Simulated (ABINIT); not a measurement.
Computed results, one entry a study.

```xyz
3
Lattice="0.000 2.694 2.694 2.694 0.000 2.694 2.694 2.694 0.000" Properties=species:S:1:pos:R:3 pbc="T T T" subject="CdF2 (Fm-3m): G0W0 with ABINIT, start to end" method="RPA screening on PBE with spin-orbit coupling, plane waves, norm-conserving pseudopotentials (and 2 further levels or steps)" program="ABINIT 10.8.3" settings="cutoff 47 Ha, PseudoDojo fully relativistic 0.4 standard, norm-conserving, ngkpt (4, 4, 4), nband 104, ecuteps 4.4 Ha, shiftk (0, 0, 0), symchi 1, awtr 1, frequency ppm, 4×4×4 k-mesh" cost="5 runs, 12 min in all on 8 MPI ranks of Arm Neoverse N1, shared host" notes="The program’s warnings: Neglecting <n,k|[Vnl,iqr]|m,k>. The cell and positions come from the Crystallography Open Database and are kept as given unless a step says otherwise. Limits: screening head approximate; d shell near the gap, gap tends to lie low. The 4×4×4 mesh is coarse for this cell, which bears on the long-range parts of exchange and screening." pbe_gap="3.12 eV, indirect" g0w0_gap_on_the_mesh="5.20 eV" gw_settings="4×4×4 mesh, 104 bands, screening to 119.7 eV, Godby-Needs plasmon pole" known_limits="short of the basis limit; screening head approximate; d shell near the gap, gap tends to lie low; coarse k mesh"
Cd    0.000    0.000    0.000
F     1.347    1.347    1.347
F     4.041    4.041    4.041
```

[Long decimals in the printed logs are rounded to 6 places.]

[Logs are printed without paths, hosts, clocks, repeated set-up lines and the standing remarks that a program may print on its own settings, such as how far it seeks lower states.]

[Paths, hosts, dates, memory and timing lines, banners, echoed tables and standing remarks are left out of the program output; an Ansatz launch command may be rebuilt from the run's recorded settings. Measured values are a selection of at most five: reports struck by readers or far from the other reports are left out. None is set beside runs whose start may be inverted or whose files or cutoffs have a known fault.]

[Runs of the session that timed out or met a known fault of the program may be left out.]

[Hosts, paths, dates, database ids (printed as entryN), source tags and the programs' standing remarks are cut or masked in the printed files.]

[G0W0 gaps are taken among the corrected bands and points alone; a level outside them can change the order at an edge.]

[Where Ansatz stands beside ABINIT at settings called matched, ABINIT's density can come from a denser mesh and the files from another edition; pairs whose starting gaps differed by over 0.03 eV were left out, so agreement reads better than it is.]
